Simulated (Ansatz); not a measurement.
**Li3Cr: relaxing a made-up structure**

This structure for Li3Cr is made up. Its elements were placed in a known structure type with a cell scaled to their sizes. What cell does the guess relax to, and how far off was it?

Method: DFT, PBEsol, plane-wave PAW, files of the set soft_1, scalar-relativistic, ferromagnetic start, cell and ions relaxed at zero pressure; PAW set soft_1, in the first sound run; inputs show where later runs differ, in Ansatz 0.2.0.

## Step 1: Set-up

It takes space group P-6m2 (No. 187, hexagonal). Conventional cell: a = 2.879 Å, b = 2.879 Å, c = 8.864 Å, α = 90.00°, β = 90.00°, γ = 120.00°. Cr has 6 Cr at 2.88 Å and 6 Li at 2.88 Å nearest. Nearest to Li lie 9 Li at 2.66 to 2.88 Å and 3 Cr at 2.88 Å. Li has 12 Li at 2.66 to 2.88 Å nearest. Farther neighbours are not listed.

## Step 2: Relaxation of the guess

The guessed cell has no reason to be at equilibrium. It is relaxed with the atoms, within the space group of the guess.

Contents of input.yaml:

```yaml
crystal:
  lattice:
    - [2.879, 0.0, 0.0]
    - [-1.4395, 2.493287137, 0.0]
    - [0.0, 0.0, 8.864]
  atoms:
    - { symbol: Cr, position: [0.0, 0.0, 0.0], spin: 3.0 }
    - { symbol: Li, position: [0.333333333, 0.666666667, 0.7341] }
    - { symbol: Li, position: [0.333333333, 0.666666667, 0.2659] }
    - { symbol: Li, position: [0.0, 0.0, 0.5] }
magnetization:
  spin_polarized: true
kpoints:
  mp_grid: { grid: [11, 11, 3] }
scf:
  occupations: { method: fermi_dirac, width: 0.05 }
hamiltonian:
  xc: pbesol
  pseudopotentials: { kind: paw, azcp: { folder: soft_1 }, xc_functional: pbe }
relax:
  f_tol: 0.015
  max_steps: 70
  cell: {}
output:
  forces: true
  stress: true
```

Launch:

```
> ansatz run input.yaml --threads 4 --pin off --max-ram 8192MiB --backend cpu --events-out ev --progress --plain --runs-dir out
```

Numbers of over 12 decimals in the logs are rounded to 6 here.

Log:

```text
Engine: ansatz 0.2.0, x86_64-unknown-linux-gnu
Pseudopotentials: kind: paw
Pseudopotential: Cr, paw, valence charge 14, recommended cutoff 420 eV (normal), soft_1/Cr.paw.azcp
Pseudopotential: Li, paw, valence charge 3, recommended cutoff 420 eV (normal), soft_1/Li.paw.azcp
Functional definition: PBEsol
  exchange = pbesol_x
  correlation = pbesol_c
Crystal: 4 atoms, lattice volume = 63.627 Å³
Basis set: ecut = 420 eV, 1253 PW (Γ), exchange–correlation on 40×40×120 points (8 copies of the dense FFT grid, shifted against one another)
Bands: 17, of which v1, the nominal top of the filled ones, is band 12 counted from 1 (11 counted from 0)
Symmetry: 12 space group operations
Space group: P-6m2 (ITA 187), of the structure as read, at distance tolerance 4.0e-5 Å
Magnetic group: BNS 187.209 (UNI 1439), of the structure as read, at distance tolerance 4.0e-5 Å
k-points: 32 of 363 (time reversal used)
Non-local potential: Cr, projectors of the file, l = 0: 3, l = 1: 2, l = 2: 3, l = 3: 1
Non-local potential: Li, projectors of the file, l = 0: 3, l = 1: 2, l = 2: 1
PAW form: soft (Blöchl's): semilocal exchange-correlation on the pseudo side does not see the compensation charge
PAW frozen core: Cr, regenerated for the run's functional, and the local potential with it (the file was generated under x = pbe(κ = 0.804, μ = 0.219515), c = pbe(β = 0.066725))
PAW one-centre angular grid: Cr, 590 points (default); XC on 64 Gauss nodes
PAW one-centre angular grid: Li, 110 points (default); XC on 64 Gauss nodes
Initial density: superposition of atomic densities (chi_scale 0.1, normalization cell, long waves kept (reshape's long-wave potential 0.55 eV rms))
Starting moments: Σ|m| = 3 μB on 1 of 4 sites
Initial wavefunctions: pseudopotential atomic-orbital guess
Functional: x = pbesol(κ = 0.804, μ = 0.123457), c = pbesol(β = 0.046)
SCF iter   1: F=—  HF=-3956.938812 eV  |F-HF|=—  |Δ(HF+E_count)|=         —  Δρ=9.56e-2 (↑9.56e-2 ↓6.68e-2)  dr2=5.78e1  dr2_m=1.58e-1  M=3.174 μB ∫|m|=3.212 μB  β_m=0.30  ethr=3.10e-3  ⟨swp⟩=3.8  Hψ=4514  notcnv=0
Mixer restart at iter 1: flushing history
preconditioner: auto → none  [metal: Δε(μ)=0.007 eV  Ē_g=4.001 eV  σ=0.050 eV  W_gap=0.03  n_scr=6 (ndim 8)  ℏωp=14.0 eV  f_vac=0.000  D(μ)=4.19/eV (n_scr^D=50)  sad-step TF]
SCF iter   2: F=—  HF=-3957.336517 eV  |F-HF|=—  |Δ(HF+E_count)|=   3.98e-1  Δρ=3.66e-2 (↑2.41e-2 ↓3.66e-2)  dr2=1.76e1  dr2_m=6.44e-2  M=3.176 μB ∫|m|=3.251 μB  β_m=0.38  ethr=3.10e-3  ⟨swp⟩=3.0  Hψ=2922  notcnv=0  defer=29
SCF iter   3: F=—  HF=-3958.176045 eV  |F-HF|=—  |Δ(HF+E_count)|=   8.40e-1  Δρ=6.06e-2 (↑6.06e-2 ↓4.41e-2)  dr2=4.21e1  dr2_m=1.31e-1  M=2.842 μB ∫|m|=2.990 μB  β_m=0.26  ethr=3.10e-3  ⟨swp⟩=4.5  Hψ=3127  notcnv=0  defer=21  recentre
SCF iter   4: F=—  HF=-3956.016856 eV  |F-HF|=—  |Δ(HF+E_count)|=    2.16e0  Δρ=1.56e-2 (↑1.56e-2 ↓9.87e-3)  dr2=1.22e-1  dr2_m=6.13e-2  M=3.112 μB ∫|m|=3.225 μB  β_m=0.58  ethr=3.10e-3  ⟨swp⟩=3.4  Hψ=2501  notcnv=0  defer=22
SCF iter   5: F=—  HF=-3956.371293 eV  |F-HF|=—  |Δ(HF+E_count)|=         —  Δρ=3.47e-2 (↑3.47e-2 ↓2.58e-2)  dr2=8.14e-1  dr2_m=5.14e-1  M=3.940 μB ∫|m|=4.085 μB  β_m=0.58  ethr=5.32e-4  ⟨swp⟩=2.8  Hψ=2306  notcnv=0  defer=17
Mixer restart at iter 5: flushing history
SCF iter   6: F=—  HF=-3957.492288 eV  |F-HF|=—  |Δ(HF+E_count)|=    1.12e0  Δρ=3.77e-2 (↑1.66e-2 ↓3.77e-2)  dr2=1.65e1  dr2_m=2.44e-1  M=2.822 μB ∫|m|=3.080 μB  β_m=0.22  ethr=5.32e-4  ⟨swp⟩=4.2  Hψ=2900  notcnv=0  defer=20  recentre
SCF iter   7: F=—  HF=-3956.322130 eV  |F-HF|=—  |Δ(HF+E_count)|=    1.17e0  Δρ=2.38e-2 (↑1.30e-2 ↓2.38e-2)  dr2=1.86e0  dr2_m=1.78e-1  M=3.897 μB ∫|m|=4.020 μB  β_m=0.25  ethr=5.32e-4  ⟨swp⟩=3.1  Hψ=2922  notcnv=0  defer=24
SCF iter   8: F=—  HF=-3956.178163 eV  |F-HF|=—  |Δ(HF+E_count)|=   1.44e-1  Δρ=1.13e-2 (↑1.13e-2 ↓9.89e-3)  dr2=8.56e-3  dr2_m=6.46e-2  M=3.747 μB ∫|m|=3.925 μB  β_m=0.39  ethr=5.32e-4  ⟨swp⟩=2.6  Hψ=1790  notcnv=0  defer=33
SCF iter   9: F=—  HF=-3956.178490 eV  |F-HF|=—  |Δ(HF+E_count)|=   3.28e-4  Δρ=8.03e-3 (↑8.03e-3 ↓5.35e-3)  dr2=3.05e-2  dr2_m=2.51e-2  M=3.835 μB ∫|m|=4.029 μB  β_m=0.41  ethr=3.72e-5  ⟨swp⟩=2.0  Hψ=1884  notcnv=0  defer=33
SCF iter  10: F=—  HF=-3956.169941 eV  |F-HF|=—  |Δ(HF+E_count)|=   8.55e-3  Δρ=1.54e-3 (↑1.54e-3 ↓1.33e-3)  dr2=3.50e-4  dr2_m=1.17e-3  M=3.796 μB ∫|m|=3.996 μB  β_m=0.57  ethr=3.72e-5  ⟨swp⟩=2.1  Hψ=1742  notcnv=0  defer=34
SCF iter  11: F=—  HF=-3956.170065 eV  |F-HF|=—  |Δ(HF+E_count)|=   1.25e-4  Δρ=6.90e-4 (↑6.90e-4 ↓5.86e-4)  dr2=1.23e-4  dr2_m=2.29e-4  M=3.800 μB ∫|m|=4.007 μB  β_m=0.78  ethr=1.52e-6  ⟨swp⟩=2.0  Hψ=1329  notcnv=0  defer=34
SCF iter  12: F=—  HF=-3956.170170 eV  |F-HF|=—  |Δ(HF+E_count)|=   1.05e-4  Δρ=8.83e-5 (↑8.83e-5 ↓7.13e-5)  dr2=2.30e-6  dr2_m=3.41e-6  M=3.806 μB ∫|m|=4.021 μB  β_m=0.86  ethr=5.36e-7  ⟨swp⟩=2.3  Hψ=1585  notcnv=0  defer=34
SCF iter  13: F=—  HF=-3956.170174 eV  |F-HF|=—  |Δ(HF+E_count)|=   3.91e-6  Δρ=1.84e-5 (↑1.84e-5 ↓1.00e-5)  dr2=4.28e-7  dr2_m=6.78e-8  M=3.806 μB ∫|m|=4.023 μB  β_m=0.92  ethr=1.00e-8  ⟨swp⟩=2.0  Hψ=1680  notcnv=0  defer=34
SCF iter  14: F=—  HF=-3956.170174 eV  |F-HF|=—  |Δ(HF+E_count)|=   2.42e-7  Δρ=2.69e-6 (↑2.69e-6 ↓2.13e-6)  dr2=1.14e-8  dr2_m=2.89e-9  M=3.806 μB ∫|m|=4.023 μB  β_m=0.96  ethr=1.86e-9  ⟨swp⟩=2.0  Hψ=1392  notcnv=0  defer=34
SCF iter  15: F=-3956.170174 eV  HF=-3956.170174 eV  |F-HF|=1.83e-8  |Δ(HF+E_count)|=   1.63e-8  Δρ=1.65e-6 (↑9.09e-7 ↓1.65e-6)  dr2=2.08e-8  dr2_m=5.26e-10  M=3.806 μB ∫|m|=4.023 μB  ethr=4.95e-11  ⟨swp⟩=1.3  Hψ=2954  notcnv=0
SCF 1 converged in 15 iterations: F = -3956.170174 eV  dr2 = 2.08e-8
  greatest PAW one-centre occupation: 1.000 electrons in one spin orbital (limit 2), on the Cr atom at site 0 (counted from 0), in its partial waves of l = 0
relax step   1: F+E_penalty+E_count = -3956.17017393 eV  Δ(F+E_penalty+E_count) = +0.000e0 eV  max|allowed force component| = 5.958e-1 eV/Å  Δτ_max = 0.0000 Å  P = +1.717 GPa  Ω = 63.627 Å³  (15 SCF iters, dr2 threshold 1.00e-7 eV, accepted)
Crystal: 4 atoms, lattice volume = 65.608 Å³
Basis set: ecut = 420 eV, 1267 PW (Γ), exchange–correlation on 40×40×120 points (8 copies of the dense FFT grid, shifted against one another)
Initial density: handed on by an earlier stage of this run
Starting moments: Σ|m| = 3 μB on 1 of 4 sites; this step starts from the density that it was given
Initial wavefunctions: those handed on with the density
[...]
relax step  12: F+E_penalty+E_count = -3956.57879619 eV  Δ(F+E_penalty+E_count) = +1.233e-2 eV  max|allowed force component| = 1.216e-2 eV/Å  Δτ_max = 0.0207 Å  P = +3.008 GPa  Ω = 52.879 Å³  energy of the carried Pulay correction = +6.567e-4 eV  (25 SCF iters, dr2 threshold 4.00e-7 eV, rejected (line search))
relax step  13: F+E_penalty+E_count = -3956.61114398 eV  Δ(F+E_penalty+E_count) = -2.002e-2 eV  max|allowed force component| = 8.977e-3 eV/Å  Δτ_max = 0.0242 Å  P = -0.565 GPa  Ω = 55.966 Å³  energy of the carried Pulay correction = +4.560e-4 eV  (23 SCF iters, accepted)
relax step  14: F+E_penalty+E_count = -3956.61278088 eV  Δ(F+E_penalty+E_count) = -1.637e-3 eV  max|allowed force component| = 1.331e-2 eV/Å  Δτ_max = 0.0075 Å  P = +0.188 GPa  Ω = 55.359 Å³  energy of the carried Pulay correction = +4.946e-4 eV  (17 SCF iters, dr2 threshold 4.00e-7 eV, accepted)
relax step  15: F+E_penalty+E_count = -3956.61318283 eV  Δ(F+E_penalty+E_count) = -4.019e-4 eV  max|allowed force component| = 1.247e-3 eV/Å  Δτ_max = 0.0051 Å  P = -0.048 GPa  Ω = 55.508 Å³  energy of the carried Pulay correction = +4.851e-4 eV  (11 SCF iters, dr2 threshold 3.63e-7 eV, accepted)
relax step  16: F+E_penalty+E_count = -3956.61319258 eV  Δ(F+E_penalty+E_count) = -9.740e-6 eV  max|allowed force component| = 1.615e-3 eV/Å  Δτ_max = 0.0007 Å  P = +0.016 GPa  Ω = 55.434 Å³  energy of the carried Pulay correction = +4.898e-4 eV  (16 SCF iters, dr2 threshold 7.62e-9 eV, accepted)
relax step  17: F+E_penalty+E_count = -3956.61337541 eV  Δ(F+E_penalty+E_count) = -1.828e-4 eV  max|allowed force component| = 1.753e-3 eV/Å  Δτ_max = 0.0000 Å  P = +0.061 GPa  Ω = 55.434 Å³  stress off target by 1.28e-1 GPa  SCF on the basis re-selected at this cell (its energy is not comparable with the rows above)  (13 SCF iters)
relax step  18: F+E_penalty+E_count = -3956.61340260 eV  Δ(F+E_penalty+E_count) = -2.719e-5 eV  max|allowed force component| = 5.460e-4 eV/Å  Δτ_max = 0.0015 Å  P = +0.003 GPa  Ω = 55.521 Å³  energy of the carried Pulay correction = -6.103e-6 eV  (13 SCF iters, dr2 threshold 4.08e-8 eV, accepted)
iter 1 solved again at ethr=5.51e-8 eV; its pass at ethr=3.10e-3 eV (dr2=1.27e-5 eV) is discarded
SCF iter   1: F=—  HF=-3956.613410 eV  |F-HF|=—  |Δ(HF+E_count)|=         —  Δρ=4.36e-7 (↑3.54e-7 ↓4.36e-7)  dr2=1.46e-10  dr2_m=5.69e-12  M=0.000 μB ∫|m|=0.000 μB  β_m=0.65  ethr=5.51e-8  ⟨swp⟩=3.0  Hψ=7174  notcnv=0
eigensolver tolerance schedule: the retry pair's looser diagonalisation over-reported the residual by 86979.43 of it (diagonalisation noise at an unbounded share of the residual, at the tolerance the schedule requests for it); recorded, not acted on — ethr = c·dr2/N_el stays at c = 1.0e-1
preconditioner: auto → none  [metal: Δε(μ)=0.088 eV  Ē_g=3.957 eV  σ=0.050 eV  W_gap=0.39  n_scr=4 (ndim 8)  ℏωp=15.0 eV  f_vac=0.000  D(μ)=2.70/eV (n_scr^D=26)]
SCF iter   2: F=—  HF=-3956.613409 eV  |F-HF|=—  |Δ(HF+E_count)|=   1.74e-6  Δρ=4.79e-7 (↑4.79e-7 ↓1.96e-7)  dr2=1.20e-9  dr2_m=1.85e-11  M=0.000 μB ∫|m|=0.000 μB  β_m=0.30  ethr=1.00e-12  ⟨swp⟩=2.5  Hψ=1955  notcnv=0
SCF iter   3: F=—  HF=-3956.613409 eV  |F-HF|=—  |Δ(HF+E_count)|=  1.30e-10  Δρ=2.90e-7 (↑2.41e-7 ↓2.90e-7)  dr2=2.72e-10  dr2_m=1.69e-11  M=0.000 μB ∫|m|=0.000 μB  β_m=0.25  ethr=1.00e-12  ⟨swp⟩=2.0  Hψ=1388  notcnv=0
SCF iter   4: F=—  HF=-3956.613409 eV  |F-HF|=—  |Δ(HF+E_count)|=  9.09e-13  Δρ=1.55e-7 (↑1.55e-7 ↓1.29e-7)  dr2=7.93e-12  dr2_m=5.36e-12  M=0.000 μB ∫|m|=0.000 μB  β_m=0.32  ethr=1.00e-12  ⟨swp⟩=1.1  Hψ=1092  notcnv=0
SCF iter   5: F=—  HF=-3956.613409 eV  |F-HF|=—  |Δ(HF+E_count)|=  6.68e-11  Δρ=2.10e-7 (↑2.10e-7 ↓1.64e-7)  dr2=7.59e-12  dr2_m=1.68e-11  M=0.000 μB ∫|m|=0.000 μB  β_m=0.66  ethr=1.00e-12  ⟨swp⟩=1.0  Hψ=1088  notcnv=0
SCF iter   6: F=—  HF=-3956.613409 eV  |F-HF|=—  |Δ(HF+E_count)|=  5.00e-11  Δρ=2.37e-7 (↑2.37e-7 ↓1.08e-7)  dr2=9.89e-12  dr2_m=1.46e-11  M=0.000 μB ∫|m|=0.000 μB  β_m=0.83  ethr=1.00e-12  ⟨swp⟩=1.0  Hψ=1088  notcnv=0
SCF iter   7: F=—  HF=-3956.613409 eV  |F-HF|=—  |Δ(HF+E_count)|=  1.09e-11  Δρ=1.98e-7 (↑1.98e-7 ↓1.49e-7)  dr2=2.24e-12  dr2_m=1.53e-11  M=0.000 μB ∫|m|=0.000 μB  β_m=0.75  ethr=1.00e-12  ⟨swp⟩=1.0  Hψ=1088  notcnv=0
SCF iter   8: F=-3956.613409 eV  HF=-3956.613409 eV  |F-HF|=3.18e-12  |Δ(HF+E_count)|=  3.18e-12  Δρ=7.56e-8 (↑7.56e-8 ↓3.59e-8)  dr2=1.74e-12  dr2_m=1.57e-12  M=0.000 μB ∫|m|=0.000 μB  ethr=1.00e-12  ⟨swp⟩=2.0  Hψ=2774  notcnv=0
the starting moments were not kept: the SCF closed with an absolute magnetisation of 2.8e-5 μB, where they sum to 3 μB in size (1 site). That is at most 0.1 of that sum.
SCF 19 converged in 8 iterations: F = -3956.613409 eV  dr2 = 1.74e-12
relax step  19: F+E_penalty+E_count = -3956.61340857 eV  Δ(F+E_penalty+E_count) = -5.966e-6 eV  max|allowed force component| = 5.812e-4 eV/Å  Δτ_max = 0.0000 Å  P = +0.003 GPa  Ω = 55.521 Å³  stress off target by 1.21e-2 GPa  SCF on the basis re-selected at this cell (its energy is not comparable with the rows above)  (8 SCF iters)
basis re-selected at this cell: Δ(F+E_penalty+E_count) = -5.966e-6 eV, ΔP = +0.000 GPa vs the last step (what re-selecting the basis moved, of the pressure what is left beyond the Pulay correction that the steps carried, after the strain that the cell walked since its last selection, with what the two solves' SCF thresholds leave and, on support functions, any second-order correction that the steps lacked; it is no m [...]
SCF converged after 8 iterations
Magnetization: 0.0000 μB (11.5000 up, 11.5000 down)
Absolute magnetization: 0.0000 μB (∫|ρ↑−ρ↓|, with the PAW one-centre terms)
Spin contamination: 0.0000 ħ² per cell (⟨S²⟩ above its minimum at these occupations)
Per-site moments (μB) at R_I (Å): [(2.352159673048029e-5, 1.055142), (-3.357396747327948e-7, 1.055142), (-3.357396747417032e-7, 1.055142), (-1.1486933861475658e-7, 1.055142)]
Free energy (F): -3956.613409 eV
Harris-Foulkes:  -3956.613409 eV  (|F-HF|=3.18e-12)
Internal energy: -3956.590241 eV  (E = F + TS)
E sigma→0 (E₀):  -3956.601825 eV
Entropy (-TS):   -0.023168 eV (-5.792 meV/atom)
Fermi energy:    5.521431 eV
--- Per-component energies (eV) ---
  E_band       = -555.589086
  E_kinetic    = 351.712564
  E_local      = -4095.804830  (includes V_loc(G=0)·N_el)
  E_nonlocal   = -13.032065
  E_hartree    = 1850.294656
  E_xc         = -139.990094
  E_vxc        = -179.382839  (∫ρ·V_xc dr)
  E_paw        = -1259.237357  (= ΣΔE_a)
  E_vpaw       = -319.672879  (= ΣTr[D̂ρ^β])
  E_aug_tail   = 0.001548  (compensation charges beyond the density's cutoff)
  E_ewald      = -650.694661
  E_core_change = 0.160000  (= ΣΔE_core)
  E_smearing   = -0.023168  (= −TS)
  E_closure    = -0.000000  (closes the sum)
  Σ components = -3956.613409   (vs F -3956.613409, Δ=0.00e0)
--- Forces (eV/Å), atoms counted from 1 ---
  atom   1  Cr     0.00000000    -0.00000000     0.00000000
  atom   2  Li    -0.00000000     0.00000000     0.00058120
  atom   3  Li    -0.00000000     0.00000000    -0.00058120
  atom   4  Li     0.00000000    -0.00000000     0.00000000
  max |Σ_I F_I| component: 1.39e-17 eV/Å
--- Stress (GPa, compression-positive) ---
       -0.001863       0.000000       0.000000
       -0.000000      -0.001863       0.000000
        0.000000       0.000000       0.012138
  P = ⅓ Tr σ = 0.0028 GPa (0.028 kbar)
--- Relaxed structure (17 steps of the walk, 16 accepted, 2 SCFs on fresh bases) ---
  F+E_penalty+E_count = -3956.61340857 eV   max|allowed force component| = 5.812e-4 eV/Å   (the final SCF, on the basis selected at the relaxed cell)
  cell:  # Å, volume = 55.5207 Å³
    - [2.557919, 0.0, 0.0]
    - [-1.278959, 2.215223, 0.0]
    - [0.0, 0.0, 9.798292]
  atoms:
    - { symbol: Cr, position: [1.8503717085702404e-17, -2.775557561562892e-17, 1.761339269380783e-18] }
    - { symbol: Li, position: [0.333333, 0.666667, 0.765680] }
    - { symbol: Li, position: [0.333333, 0.666667, 0.234320] }
    - { symbol: Li, position: [1.8503717085702395e-17, -2.7755575615628914e-17, 0.5] }
```

The job ended after 46 s (4 threads of Intel Xeon Platinum 8259CL at 2.50GHz (Skylake/Cascade Lake), shared host; peak memory 0.48 GiB; 2.7 min of CPU time).

Relaxation path:

```
step  energy less that of the first step (eV)  largest force component (eV/Å)  pressure (GPa)  volume (Å³)
   1                                   0.0000                          0.5958            1.72        63.63
   2                                  -0.1676                          0.0652            0.81        65.61
   3                                  -0.2215                          0.0443            0.26        66.65
   4                                  -0.2319                          0.0139           -0.08        66.95
   5                                  -0.2320                          0.0015           -0.07        66.81
   6                                  -0.2322                          0.0009           -0.07        66.50
   7                                  -0.2323                          0.0058           -0.10        66.28
   8                                  -0.2326                          0.0083           -0.15        66.02
   9                                  -0.2345                          0.0105           -0.45        65.23
  10                                  -0.2598                          0.0712           -3.25        63.89
  11                                  -0.4210                          0.1189           -1.94        58.07
  12                                  -0.4086                          0.0122            3.01        52.88
  13                                  -0.4410                          0.0090           -0.56        55.97
  14                                  -0.4426                          0.0133            0.19        55.36
  15                                  -0.4430                          0.0012           -0.05        55.51
  16                                  -0.4430                          0.0016            0.02        55.43
 17*                                  -0.4432                          0.0018            0.06        55.43
  18                                  -0.4432                          0.0005            0.00        55.52
 19*                                  -0.4432                          0.0006            0.00        55.52
```

Relaxation steps marked * repeat the geometry before them on a plane-wave basis chosen anew for their cell, so energy and pressure can jump there. Relaxation step 12 was tried and not accepted.

Forces are held to the 12 operations that the run works with; a distortion that breaks them can't arise in this run.

```
conventional cell, symmetrised  before  after   change
                         a (Å)   2.879  2.558  -11.2 %
                         b (Å)   2.879  2.558  -11.2 %
                         c (Å)   8.864  9.798  +10.5 %
              volume (Å³/atom)   15.91  13.88  -12.7 %
```

The atoms that moved most (Å, as changes of fractional coordinates times the final cell):

```
atom     dx     dy      dz  length
 Li3  0.000  0.000  -0.309   0.309
 Li2  0.000  0.000   0.309   0.309
```

Final coordinates:

```cif
data_structure
_symmetry_space_group_name_H-M 'P 1'
_symmetry_Int_Tables_number 1
_cell_length_a 2.5579
_cell_length_b 2.5579
_cell_length_c 9.7983
_cell_angle_alpha 90.000
_cell_angle_beta 90.000
_cell_angle_gamma 120.000
_cell_volume 55.52
loop_
_atom_site_label
_atom_site_type_symbol
_atom_site_fract_x
_atom_site_fract_y
_atom_site_fract_z
_atom_site_occupancy
Cr1 Cr 0.00000 0.00000 0.00000 1
Li2 Li 0.33333 0.66667 0.76568 1
Li3 Li 0.33333 0.66667 0.23432 1
Li4 Li 0.00000 0.00000 0.50000 1
```

This step gave:

```
free energy             : -3956.6134 eV
energy at zero smearing : -3956.6018 eV
smearing term TS        : 0.02317 eV
Fermi energy            : 5.521 eV
electrons               : 23
symmetry operations     : 12
pressure                : 0.002804 GPa
```

Shortest distances by pair of elements, guess and relaxed (not always the same contact):

```
 pair  guess (Å)  relaxed (Å)
Cr–Cr      2.879        2.558
Li–Li      2.659        2.558
Cr–Li      2.884        2.730
```

The relaxation ends with a largest force component of 5.8e-4 eV/Å and a pressure of 0.00 GPa. No moment survives the cycle: this start ends non-magnetic.

[end of part 1 of 2]

[Logs are printed without paths, hosts, clocks, repeated set-up lines and the standing remarks that a program may print on its own settings, such as how far it seeks lower states.]

[Hosts, paths, dates, database ids (printed as entryN), source tags and the programs' standing remarks are cut or masked in the printed files.]
